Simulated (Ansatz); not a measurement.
# Li2CeP2 (P-3m1): the cell at rest

Aim: bring Li2CeP2 (P-3m1) to small forces and stress, as phonons need.

Program: Ansatz 0.2.0. Level of theory: DFT LDA+U, scalar-relativistic, plane waves, PAW. Results are calculated unless marked as measured.

Most raw output is cut from this account.

### Step 1. Starting point

It takes space group P-3m1 (No. 164, trigonal). Conventional cell: a = 4.154 Å, b = 4.154 Å, c = 6.644 Å, α = 90.00°, β = 90.00°, γ = 120.00°. Nearest to Li lie 4 P at 2.59 Å and 3 Li at 2.89 Å. Nearest to Ce lie 6 P at 2.85 Å. P has 4 Li at 2.59 Å and 3 Ce at 2.85 Å nearest. Farther neighbours are not listed.

Coordinates:

```cif
data_structure
_symmetry_space_group_name_H-M 'P-3m1'
_symmetry_Int_Tables_number 164
_cell_length_a 4.1542
_cell_length_b 4.1542
_cell_length_c 6.6445
_cell_angle_alpha 90.000
_cell_angle_beta 90.000
_cell_angle_gamma 120.000
_cell_volume 99.30
loop_
_atom_site_label
_atom_site_type_symbol
_atom_site_symmetry_multiplicity
_atom_site_Wyckoff_symbol
_atom_site_fract_x
_atom_site_fract_y
_atom_site_fract_z
_atom_site_occupancy
Li1 Li 2 d 0.66667 0.33333 0.37852 1
Ce1 Ce 1 a 0.00000 0.00000 0.00000 1
P1 P 2 d 0.66667 0.33333 0.76885 1
```

### Step 2. A coarse first look

First a cheap look: the gap decides the mesh and the occupations, the pressure tells how far the cell has to move.

Input file input.yaml:

```yaml
crystal:
  lattice:
    - [4.1542094556, 0.0, 0.0]
    - [-2.0771047278, 3.5976509212, 0.0]
    - [0.0, 0.0, 6.64447003]
  atoms:
    - { symbol: Li, position: [0.66666667, 0.33333333, 0.37852144] }
    - { symbol: Li, position: [0.33333333, 0.66666667, 0.62147856] }
    - { symbol: Ce, position: [0.0, 0.0, 0.0] }
    - { symbol: P, position: [0.66666667, 0.33333333, 0.76884549] }
    - { symbol: P, position: [0.33333333, 0.66666667, 0.23115451] }
kpoints:
  mp_grid: { grid: [6, 6, 4] }
hamiltonian:
  xc: lda
  hubbard: { sites: [{ species: Ce, l: f, u_eff: 5.0 }] }
scf:
  occupations: { method: gaussian, width: 0.1 }
output:
  forces: true
  stress: true
  eigenvalues: true
```

Started as:

```bash
$ ansatz run input.yaml --threads 8 --pin off --max-ram 14336MiB --backend cpu --events-out ev --progress --plain --runs-dir out
```

The job ended after 2.6 s (8 threads of Intel Xeon Platinum 8488C (Sapphire Rapids), shared host; peak memory 0.6 GiB; 9.9 s of CPU time).

This step gave:

| Item | Value |
| --- | --- |
| pressure | -3.950 GPa |
| volume per atom | 19.86 Å³ |
| gap on the k-mesh | 0.5203 eV |
| direct gap on mesh | 0.8893 eV |

The coarse mesh shows a gap of 0.52 eV and a pressure of -4.0 GPa.

### Step 3. Bringing the structure to rest

Harmonic phonons are second derivatives at a point where the forces vanish, and they are wanted at zero stress, so atoms and cell are relaxed first.

Changes to input.yaml since step 2:

```diff
@@ -12,3 +12,3 @@
 kpoints:
-  mp_grid: { grid: [6, 6, 4] }
+  mp_grid: { grid: [9, 9, 6] }
 hamiltonian:
@@ -17,3 +17,3 @@
 scf:
-  occupations: { method: gaussian, width: 0.1 }
+  occupations: { method: gaussian, width: 0.02 }
 output:
@@ -22 +22,6 @@
   eigenvalues: true
+relax:
+  adjacent_minimum: "off"
+  f_tol: 0.005
+  max_steps: 80
+  cell: { stress_tol: 0.05 }
```

Elapsed: 10 s, on 8 threads; peak memory 0.76 GiB.

Step by step:

```csv
step,energy less that of the first step (eV),largest force component (eV/Å),pressure (GPa),volume (Å³)
1,0.0000,0.1840,-3.96,99.30
2,0.0970,1.0817,6.21,88.17
3,-0.0791,0.0554,-0.49,93.67
4,-0.0806,0.0164,0.09,92.95
5,-0.0807,0.0084,-0.01,93.06
6,-0.0807,0.0013,0.00,93.06
7*,-0.0801,0.0013,0.00,93.06
```

Relaxation steps marked * repeat the geometry before them on a plane-wave basis chosen anew for their cell, so energy and pressure can jump there. Relaxation step 2 was tried and not accepted.

The run keeps the 12 symmetry operations that it works with, so distortions that break them were not tested.

```csv
"conventional cell, symmetrised",before,after,change
a (Å),4.154,4.069,-2.0 %
b (Å),4.154,4.069,-2.0 %
c (Å),6.644,6.489,-2.3 %
volume (Å³/atom),19.86,18.61,-6.3 %
```

The atoms that moved most (Å, as changes of fractional coordinates times the final cell):

```csv
atom,dx,dy,dz,length
Li2,0.000,0.000,0.014,0.014
Li1,0.000,0.000,-0.014,0.014
P5,0.000,0.000,0.014,0.014
P4,0.000,0.000,-0.014,0.014
```

This step gave:

```
pressure           : -0.003443 GPa
gap on the k-mesh  : 0.6535 eV
volume per atom    : 18.61 Å³
direct gap on mesh : 1.018 eV
```

In this step the volume went from 19.86 to 18.61 Å³/atom.

### Step 4. Relaxing to small forces for the phonons

Phonons need a cell at rest on their own settings, so the relaxation is repeated with tight tolerances on forces and stress on the k mesh and occupations of the first response run.

input.yaml, the sections that differ from step 3:

```yaml
crystal:
  lattice:
    - [4.0693296, 0.0, 0.0]
    - [-2.0346648, 3.52414281, 0.0]
    - [0.0, 0.0, 6.4888151637]
  atoms:
    - { symbol: Li, position: [0.6666666667, 0.3333333333, 0.3763472333] }
    - { symbol: Li, position: [0.3333333333, 0.6666666667, 0.6236527667] }
    - { symbol: Ce, position: [0.0, 0.0, 0.0] }
    - { symbol: P, position: [0.6666666667, 0.3333333333, 0.7667343642] }
    - { symbol: P, position: [0.3333333333, 0.6666666667, 0.2332656358] }
scf:
  occupations: { method: fixed }
relax:
  adjacent_minimum: "off"
  f_tol: 0.001
  max_steps: 60
  cell: { stress_tol: 0.01 }
# kpoints, hamiltonian, output: as in step 3
```

Run time: 4 s. Hardware: 8 threads; peak memory 0.73 GiB; 27 s of CPU time.

Little changed from the start: no atom moved by 0.005 Å and no cell edge by 0.1 %.

This step gave:

- pressure: 0.006264 GPa
- gap on the k-mesh: 0.6539 eV
- direct gap on mesh: 1.019 eV

The largest force component left is 0.99 meV/Å and the pressure is 0.006 GPa, within the tolerances set. The cell now holds 18.61 Å³/atom.

### Step 5. Results

```json
{"space group after relaxation (within 0.01 Å)": "P-3m1", "lattice constant a": "4.069 Å", "lattice constant b": "4.069 Å", "lattice constant c": "6.489 Å", "volume per atom": "18.6 Å³", "gap on the k-mesh": "0.654 eV"}
```

What this shows: The largest force component left is 0.99 meV/Å and the pressure is 0.006 GPa, within the tolerances set. The cell now holds 18.61 Å³/atom. The relaxation keeps the symmetry of its start, so it says nothing on stability against lower symmetry. The runs are without spin polarisation, although Ce often carries a moment. Spin-orbit coupling is left out, which can matter for the heavy elements here.

[Logs are printed without paths, hosts, clocks, repeated set-up lines and the standing remarks that a program may print on its own settings, such as how far it seeks lower states.]

[Hosts, paths, dates, database ids (printed as entryN), source tags and the programs' standing remarks are cut or masked in the printed files.]
